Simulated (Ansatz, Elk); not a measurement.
# How far do independent atoms describe Ta3TlB?

Structure refinements treat a crystal as free atoms side by side. For a made-up structure of Ta3TlB (cell and positions from a PBEsol relaxation) the runs below show what the calculated density changes in F(hkl).

Calculated with Elk 11.2.3 (patched build); DFT, PBE, all-electron APW+lo, Dirac cores, scalar-relativistic bands, static density, no spin.

The structure was built from a prototype and need not be the compound's stable phase.

### 1. Starting point

The structure is cubic, space group Pm-3m (No. 221). Conventional cell: a = 4.363 Å, b = 4.363 Å, c = 4.363 Å, α = 90.00°, β = 90.00°, γ = 90.00°. Tl has 12 Ta at 3.09 Å nearest. Ta has 2 B at 2.18 Å and 8 Ta at 3.09 Å and 4 Tl at 3.09 Å nearest. Nearest to B lie 6 Ta at 2.18 Å. Farther neighbours are not listed.

### 2. Ground state and structure factors

An all-electron density is needed, since X-rays see the cores too. Task 0 finds the density and task 195 Fourier-transforms it; tshift is off so that phases refer to the origin typed.

File elk.in:

```
tasks
  0
  195

xctype
  20

spinpol
  .false.

rgkmax
  7.0

gmaxvr
  14.0

lmaxo
  7

lmaxapw
  8

swidth
  0.002

tshift
  .false.

ramdisk
  .false.

hmaxvr
  5.5

maxscl
  120

epspot
  1e-06

sppath
  './'

avec
  8.24573239121 0.00000000000 0.00000000000
  0.00000000000 8.24573239121 0.00000000000
  0.00000000000 0.00000000000 8.24573239121

atoms
  3
  'Tl.in'
  1
  -0.0000000000 0.0000000000 0.0000000000   0.000000 0.000000 0.000000
  'Ta.in'
  3
  0.5000000000 0.5000000000 0.0000000000   0.000000 0.000000 0.000000
  -0.0000000000 0.5000000000 0.5000000000   0.000000 0.000000 0.000000
  0.5000000000 -0.0000000000 0.5000000000   0.000000 0.000000 0.000000
  'B.in'
  1
  0.5000000000 0.5000000000 0.5000000000   0.000000 0.000000 0.000000

ngridk
  5 5 5
```

Command:

```sh
OMP_NUM_THREADS=4 elk
```

Numbers of over 12 decimals in the logs are rounded to 6 here.

Log:

```text
┌─────────────────────────┐
│ Elk code version 11.2.3 │
└─────────────────────────┘

All units are atomic (Hartree, Bohr, etc.)

┌─────────────────────────────────────────────────┐
│ Ground-state run starting from atomic densities │
└─────────────────────────────────────────────────┘

Lattice vectors :
   8.245732391       0.000000000       0.000000000
   0.000000000       8.245732391       0.000000000
   0.000000000       0.000000000       8.245732391

Reciprocal lattice vectors :
  0.7619923870       0.000000000       0.000000000
   0.000000000      0.7619923870       0.000000000
   0.000000000       0.000000000      0.7619923870

Unit cell volume      :    560.6446833
Brillouin zone volume :   0.4424374668

Muffin-tin inner radius fraction :   0.1000000000E-01

Nuclei treated as point charges

Species : 1 (Tl)
 parameters loaded from : Tl.in
 name : thallium
 nuclear charge    :   -81.00000000
 electronic charge :    81.00000000
 atomic mass :    372567.9643
 muffin-tin radius :    2.800000000
 number of radial points in muffin-tin :   1393
 inner part over the whole radius :   0.9893942913E-02
 number on inner part of muffin-tin    :   1000
 approximate nuclear radius :   0.1043008296E-03
 number of mesh points to nuclear radius :    525
 atomic positions (lattice), magnetic fields (Cartesian) :
  1 :   0.00000000  0.00000000  0.00000000    0.00000000  0.00000000  0.00000000

Species : 2 (Ta)
 parameters loaded from : Ta.in
 name : tantalum
 nuclear charge    :   -73.00000000
 electronic charge :    73.00000000
 atomic mass :    329847.8435
 muffin-tin radius :    2.479135945
 number of radial points in muffin-tin :   1393
 inner part over the whole radius :   0.9919304604E-02
 number on inner part of muffin-tin    :    996
 approximate nuclear radius :   0.1005189763E-03
 number of mesh points to nuclear radius :    523
 atomic positions (lattice), magnetic fields (Cartesian) :
  1 :   0.50000000  0.50000000  0.00000000    0.00000000  0.00000000  0.00000000
  2 :   0.00000000  0.50000000  0.50000000    0.00000000  0.00000000  0.00000000
  3 :   0.50000000  0.00000000  0.50000000    0.00000000  0.00000000  0.00000000

Species : 3 (B)
 parameters loaded from : B.in
 name : boron
 nuclear charge    :   -5.000000000
 electronic charge :    5.000000000
 atomic mass :    19707.24742
 muffin-tin radius :    1.593730250
 number of radial points in muffin-tin :    593
 inner part over the whole radius :   0.9858450089E-02
 number on inner part of muffin-tin    :    403
 approximate nuclear radius :   0.4534157419E-04
 number of mesh points to nuclear radius :    162
 atomic positions (lattice), magnetic fields (Cartesian) :
  1 :   0.50000000  0.50000000  0.50000000    0.00000000  0.00000000  0.00000000

Total number of atoms per unit cell :    5
Total muffin-tin volume :    300.3831758
 ratio of muffin-tin to unit cell volume :   0.5357817255

Spin treatment :
 spin-unpolarised

Number of Bravais lattice symmetries :   48
Number of crystal symmetries         :   48
Crystal has inversion symmetry
Real symmetric eigensolver will be used

k-point grid :      5     5     5
k-point offset :    0.000000000       0.000000000       0.000000000
k-point set is reduced with full crystal symmetry group
Total number of k-points :       10

Muffin-tin radius times maximum |G+k| :    7.000000000
 using average radius
Maximum |G+k| for APW functions       :    2.958295284
Maximum (1/2)|G+k|²                   :    4.375755493
Maximum |G| for potential and density :    14.00000000
Constant for pseudocharge density :   10
 order of it for each species :   17  17  17
 order of it for pair densities of each species (exact exchange by exxq0 0: 18) :   14  11   4
Radial integration step length :    1

G-vector grid sizes :     40    40    40
Number of G-vectors :    25821

Maximum angular momentum used for
 APW functions            :    8
 outer part of muffin-tin :    7
 inner part of muffin-tin :    2

Total nuclear charge    :   -305.0000000
[...]
correlation                 :     -18.448485444138
 electron entropic           :    -0.18231288909389E-02
 total energy                :     -67193.596656804

Density of states at Fermi energy :    137.5265186
 (states/Hartree/unit cell)

Estimated indirect band gap :   0.4771784419E-02
 from k-point 6 to k-point 8
Estimated direct band gap   :   0.6578392494E-02
 at k-point 9

Charges :
 core                        :    202.0000000
 valence                     :    103.0000000
 interstitial                :    9.205680293
 muffin-tins (core leakage)
  species : 1 (Tl)
   atom 1                    :    79.53638375     (  0.4074374372E-04)
  species : 2 (Ta)
[...]
species : 3 (B)
[...]
total in muffin-tins        :    295.7943197
 total calculated charge     :    304.9991082
 total charge                :    305.0000000
 error                       :   0.8918302732E-03

RMS change in Kohn-Sham potential (target) :    1.633846420     (  0.1000000000E-05)
Absolute change in total energy (target)   :   0.2972439224     (  0.1000000000E-03)

[... loops 3 to 17 left out ...]

┌──────────────────┐
│ Loop number : 18 │
└──────────────────┘

Energies :
 Fermi                       :     0.422075
 sum of occupied eigenvalues :     -41196.341283737
 electron kinetic            :      76166.044000383
 core electron kinetic       :      74166.199856202
 Coulomb                     :     -142018.70698099
 Coulomb potential           :     -115610.42067975
 nuclear-nuclear             :     -6318.3118998659
 electron-nuclear            :     -155923.06525076
 Hartree                     :      20222.670169640
 Madelung                    :     -84213.496641113
 xc potential                :     -1751.9646043671
 exchange                    :     -1320.5803664912
 correlation                 :     -18.468811808516
 electron entropic           :    -0.11897509289738E-02
 total energy                :     -67191.713348657

Density of states at Fermi energy :    82.65758899
 (states/Hartree/unit cell)

Estimated indirect band gap :   0.3758285213E-02
 from k-point 10 to k-point 2
Estimated direct band gap   :   0.9593103296E-02
 at k-point 5

Charges :
 core                        :    202.0000000
 valence                     :    103.0000000
 interstitial                :    8.961819928
 muffin-tins (core leakage)
  species : 1 (Tl)
[...]
species : 2 (Ta)
[...]
species : 3 (B)
[...]
total in muffin-tins        :    296.0381801
 total calculated charge     :    304.9998184
 total charge                :    305.0000000
 error                       :   0.1816205223E-03

RMS change in Kohn-Sham potential (target) :   0.1414045465E-06 (  0.1000000000E-05)
Absolute change in total energy (target)   :   0.4316390550E-04 (  0.1000000000E-03)

Convergence targets achieved

┌──────────────────┐
│ Loop number : 19 │
└──────────────────┘

Energies :
 Fermi                       :     0.422075
 sum of occupied eigenvalues :     -41196.341277680
 electron kinetic            :      76166.044000503
 core electron kinetic       :      74166.199856839
 Coulomb                     :     -142018.70697915
 Coulomb potential           :     -115610.42067994
 nuclear-nuclear             :     -6318.3118998659
 electron-nuclear            :     -155923.06524655
 Hartree                     :      20222.670167265
 Madelung                    :     -84213.496639184
 xc potential                :     -1751.9645982417
 exchange                    :     -1320.5803664204
 correlation                 :     -18.468811807987
 electron entropic           :    -0.11897505479343E-02
 total energy                :     -67191.713346631

Density of states at Fermi energy :    82.65755668
 (states/Hartree/unit cell)

Estimated indirect band gap :   0.3758285725E-02
 from k-point 10 to k-point 2
Estimated direct band gap   :   0.9593105080E-02
 at k-point 5

Charges :
 core                        :    202.0000000
 valence                     :    103.0000000
 interstitial                :    8.961819993
 muffin-tins (core leakage)
  species : 1 (Tl)
[...]
species : 2 (Ta)
[...]
atom 2                    :    70.77332838     (  0.1845918867E-05)
   atom 3                    :    70.77332838     (  0.1845918867E-05)
  species : 3 (B)
   atom 1                    :    3.699364208     (  0.2962411279E-03)
 total in muffin-tins        :    296.0381800
 total calculated charge     :    304.9998184
 total charge                :    305.0000000
 error                       :   0.1816204892E-03

┌──────────────────────────────┐
│ Self-consistent loop stopped │
└──────────────────────────────┘

Warning : core states of species 3 leak from the muffin-tin :   0.2962411279E-03

Wrote STATE.OUT
```

The job ended after 25 s (4 threads of AMD EPYC 7B13 (Zen 3), shared host; peak memory 0.26 GiB; 61 s of CPU time).

SFACRHO.OUT:

```text

h k l indices transformed by vhmat matrix:
   1.000000000       0.000000000       0.000000000    
   0.000000000       1.000000000       0.000000000    
   0.000000000       0.000000000       1.000000000    

      h      k      l  multipl.   |H|            Re(F)            Im(F)           |F|

      0      0      0      1   0.0000000       305.00000      0.29328619E-16   305.00000    
      0      1      0      6  0.76199239       3.6067710      0.75856451E-13   3.6067710    
      0     -1      1     12   1.0776200       11.075905     -0.47617074E-14   11.075905    
      1     -1     -1      8   1.3198095       250.56353      0.68451044E-13   250.56353    
     -2      0      0      6   1.5239848       247.19325      0.13736557E-12   247.19325    
     -1      0     -2     24   1.7038668       4.4013567     -0.95240781E-13   4.4013567    
     -2      1      1     24   1.8664925       8.3636193     -0.12734435E-12   8.3636193    
     -2      2      0     12   2.1552399       220.55819      0.79721864E-14   220.55819    
     -2     -1      2     24   2.2859772       4.0329744     -0.91310315E-13   4.0329744    
      3      0      0      6   2.2859772       3.9391340      0.22703328E-12   3.9391340    
     -3      0     -1     24   2.4096315       7.4970902     -0.18459010E-13   7.4970902    
     -3     -1      1     24   2.5272428       202.63238      0.16157362E-12   202.63238    
      2      2      2      8   2.6396191       201.78579     -0.33777204E-12   201.78579    
      0     -2     -3     24   2.7474026       4.0084186     -0.16608021E-12   4.0084186    
     -2      3      1     48   2.8511144       7.2305761     -0.88572752E-13   7.2305761    
      0      0      4      6   3.0479695       187.52284     -0.20839030E-12   187.52284    
      0      4     -1     24   3.1417751       3.9278307     -0.27096099E-13   3.9278307    
      3      2      2     24   3.1417751       3.9102444      0.19691838E-12   3.9102444
```

Elk indexes on the primitive cell of elk.in and gives |H| = 4π sin θ/λ in inverse bohr. Below, one row stands for each form hkl of the conventional cell (m members, Friedel mates merged), F is for one primitive cell and the density is static (no thermal factor). Free-atom factors are Waasmaier and Kirfel's, and R is Σm||F|−|F'||/Σm|F|.

```tsv
hkl	m	sin θ/λ (Å⁻¹)	abs F, DFT	neutral atoms	diff.
100	6	0.115	3.607	4.091	-0.484
110	12	0.162	11.076	10.749	+0.327
111	8	0.199	250.564	251.518	-0.954
200	6	0.229	247.193	247.797	-0.604
210	24	0.256	4.401	4.307	+0.095
211	24	0.281	8.364	8.364	-0.000
220	12	0.324	220.558	220.810	-0.252
221	24	0.344	4.033	4.036	-0.003
300	6	0.344	3.939	4.036	-0.097
310	24	0.362	7.497	7.526	-0.029
311	24	0.380	202.632	202.667	-0.035
222	8	0.397	201.786	201.895	-0.109
320	24	0.413	4.008	3.913	+0.095
321	48	0.429	7.231	7.149	+0.081
400	6	0.458	187.523	187.525	-0.002
410	24	0.472	3.928	3.834	+0.094
322	24	0.472	3.910	3.834	+0.076
330	12	0.486	6.831	6.911	-0.080
```

### 3. The highest occupied states alone

An energy window below the Fermi level keeps the highest occupied states, to see at which angles they scatter; shallow core shells can lie inside it and anion s states outside. No new self-consistency is needed.

Changes to elk.in since step 2:

```diff
@@ -1,3 +1,2 @@
 tasks
-  0
   195
@@ -40,2 +39,5 @@
 
+wsfac
+  0.054580 0.722080
+
 sppath
```

Command:

```sh
OMP_NUM_THREADS=4 elk
```

Log:

```text
┌─────────────────────────────────┐
│ Elk code version 11.2.3 started │
└─────────────────────────────────┘

Info(readinput): the functional depends on the density's gradient
 muffin-tin radial points multiplied by    2.00000
 (not where nrmtscf is given)

┌────────────────────┐
│ Current task : 195 │
└────────────────────┘
Info(checkmt): changed muffin-tin radius of species 2 (Ta) from   2.8000 to   2.4791
Info(checkmt): changed muffin-tin radius of species 3 (B) from   1.8000 to   1.5937

Info(sfacrho): density structure factors written to SFACRHO.OUT

 Energy window :   0.5458000000E-01  0.7220800000

┌──────────────────┐
│ Elk code stopped │
└──────────────────┘
```

Run time: 8.8 s. Hardware: 4 threads; peak memory 0.16 GiB.

States within 10 eV below the Fermi level hold 20.70 electrons; any levels below the window count with the cores, and a count that is not whole means the window cuts a band. Their amplitudes can exceed the total, where window and core parts have opposite phase:

```tsv
hkl	sin θ/λ (Å⁻¹)	abs F, window	abs F, all
100	0.115	3.171	3.607
110	0.162	0.971	11.076
111	0.199	0.661	250.564
200	0.229	1.396	247.193
210	0.256	0.450	4.401
211	0.281	0.051	8.364
220	0.324	0.223	220.558
221	0.344	0.125	4.033
300	0.344	0.243	3.939
310	0.362	0.029	7.497
```

### 4. Another functional

The difference from free atoms is small, so it is set against the change that LDA (Perdew-Wang) makes.

Changes to elk.in since step 3:

```diff
@@ -1,2 +1,3 @@
 tasks
+  0
   195
@@ -4,3 +5,3 @@
 xctype
-  20
+  3
 
@@ -39,5 +40,2 @@
 
-wsfac
-  0.054580 0.722080
-
 sppath
```

Command:

```sh
OMP_NUM_THREADS=4 elk
```

Log:

```text
┌─────────────────────────┐
│ Elk code version 11.2.3 │
└─────────────────────────┘

All units are atomic (Hartree, Bohr, etc.)

┌─────────────────────────────────────────────────┐
│ Ground-state run starting from atomic densities │
└─────────────────────────────────────────────────┘

Lattice vectors :
   8.245732391       0.000000000       0.000000000
   0.000000000       8.245732391       0.000000000
   0.000000000       0.000000000       8.245732391

Reciprocal lattice vectors :
  0.7619923870       0.000000000       0.000000000
[...]
species : 1 (Tl)
[...]
species : 2 (Ta)
[...]
atom 3                    :    70.79918505     ( -0.2719683707E-05)
  species : 3 (B)
   atom 1                    :    3.696644783     (  0.3174980654E-03)
 total in muffin-tins        :    296.1330512
 total calculated charge     :    304.9997697
 total charge                :    305.0000000
 error                       :   0.2302842269E-03

┌──────────────────────────────┐
│ Self-consistent loop stopped │
└──────────────────────────────┘

Warning : core states of species 3 leak from the muffin-tin :   0.3174980654E-03

Wrote STATE.OUT
[key lines of the parts left out:]
total energy                :     -67152.850413957
```

It took 13 s on 4 threads; peak memory 0.18 GiB; 31 s of CPU time.

Against the first run R = 0.02 %; the largest change is -0.049 at 220.

### 5. A coarser k-mesh

About half the k-points along each axis test the sampling.

Changes to elk.in since step 4:

```diff
@@ -5,3 +5,3 @@
 xctype
-  3
+  20
 
@@ -63,2 +63,2 @@
 ngridk
-  5 5 5
+  2 2 2
```

Command:

```sh
OMP_NUM_THREADS=4 elk
```

Log:

```text
┌─────────────────────────┐
│ Elk code version 11.2.3 │
└─────────────────────────┘

All units are atomic (Hartree, Bohr, etc.)

┌─────────────────────────────────────────────────┐
│ Ground-state run starting from atomic densities │
└─────────────────────────────────────────────────┘

Lattice vectors :
   8.245732391       0.000000000       0.000000000
   0.000000000       8.245732391       0.000000000
   0.000000000       0.000000000       8.245732391

Reciprocal lattice vectors :
  0.7619923870       0.000000000       0.000000000
[...]
species : 1 (Tl)
[...]
species : 2 (Ta)
[...]
atom 3                    :    70.75100680     (  0.1845419177E-05)
  species : 3 (B)
   atom 1                    :    3.688672184     (  0.2955207654E-03)
 total in muffin-tins        :    295.9697182
 total calculated charge     :    304.9998239
 total charge                :    305.0000000
 error                       :   0.1761199369E-03

┌──────────────────────────────┐
│ Self-consistent loop stopped │
└──────────────────────────────┘

Warning : core states of species 3 leak from the muffin-tin :   0.2955207654E-03

Wrote STATE.OUT
[key lines of the parts left out:]
total energy                :     -67191.675044258
```

Run time: 19 s. Hardware: 4 threads; peak memory 0.26 GiB; 40 s of CPU time.

Against the first run R = 0.02 %; the largest change is -0.093 at 200.

### 6. Settings against the effect

```tsv
run	R against the first run (%)	R against neutral atoms, low angle (%)	wall time
PBE, rgkmax 7	0.00	0.52	25 s
LDA (Perdew-Wang)	0.02	0.50	13 s
k-mesh 2×2×2	0.02	0.60	19 s
```

### 7. What came out

| Property | Result |
| --- | --- |
| R against neutral atoms, sin θ/λ < 0.3 Å⁻¹ | 0.52 % |
| R against neutral atoms, 0.3 to 0.83 Å⁻¹ | 0.22 % |

What this shows: Independent neutral atoms miss the calculated amplitudes by R = 0.52 % below 0.3 Å⁻¹ and 0.22 % from there to 0.83 Å⁻¹; by shells, 13.43 % below 0.15 Å⁻¹ (1 form), 0.44 % 0.15 to 0.3 (5 forms), 0.12 % 0.3 to 0.45 (8 forms), 0.23 % above 0.45 (49 forms). Bonding, aspherical density and the tables' own atoms all enter these figures, and the runs don't part them. The largest change of an amplitude is -0.95 electrons, at 111. The window's part falls from 20.7 electrons at the origin to at most 0.18 between 0.45 and 0.83 Å⁻¹. Below 0.3 Å⁻¹ the changes that finished (LDA (Perdew-Wang) and k-mesh 2×2×2) move F by R = 0.09 % at most, against the 0.52 % that separates it from free atoms. The basis has no finished test. Spin-orbit coupling is left out, which can matter for elements this heavy. Part of the difference isn't bonding: the tables are fits to free atoms and ions calculated by other methods than this functional. Thermal motion, anomalous dispersion and extinction are left out.

[Logs are printed without paths, hosts, clocks, repeated set-up lines and the standing remarks that a program may print on its own settings, such as how far it seeks lower states.]

[Hosts, paths, dates, database ids (printed as entryN), source tags and the programs' standing remarks are cut or masked in the printed files.]
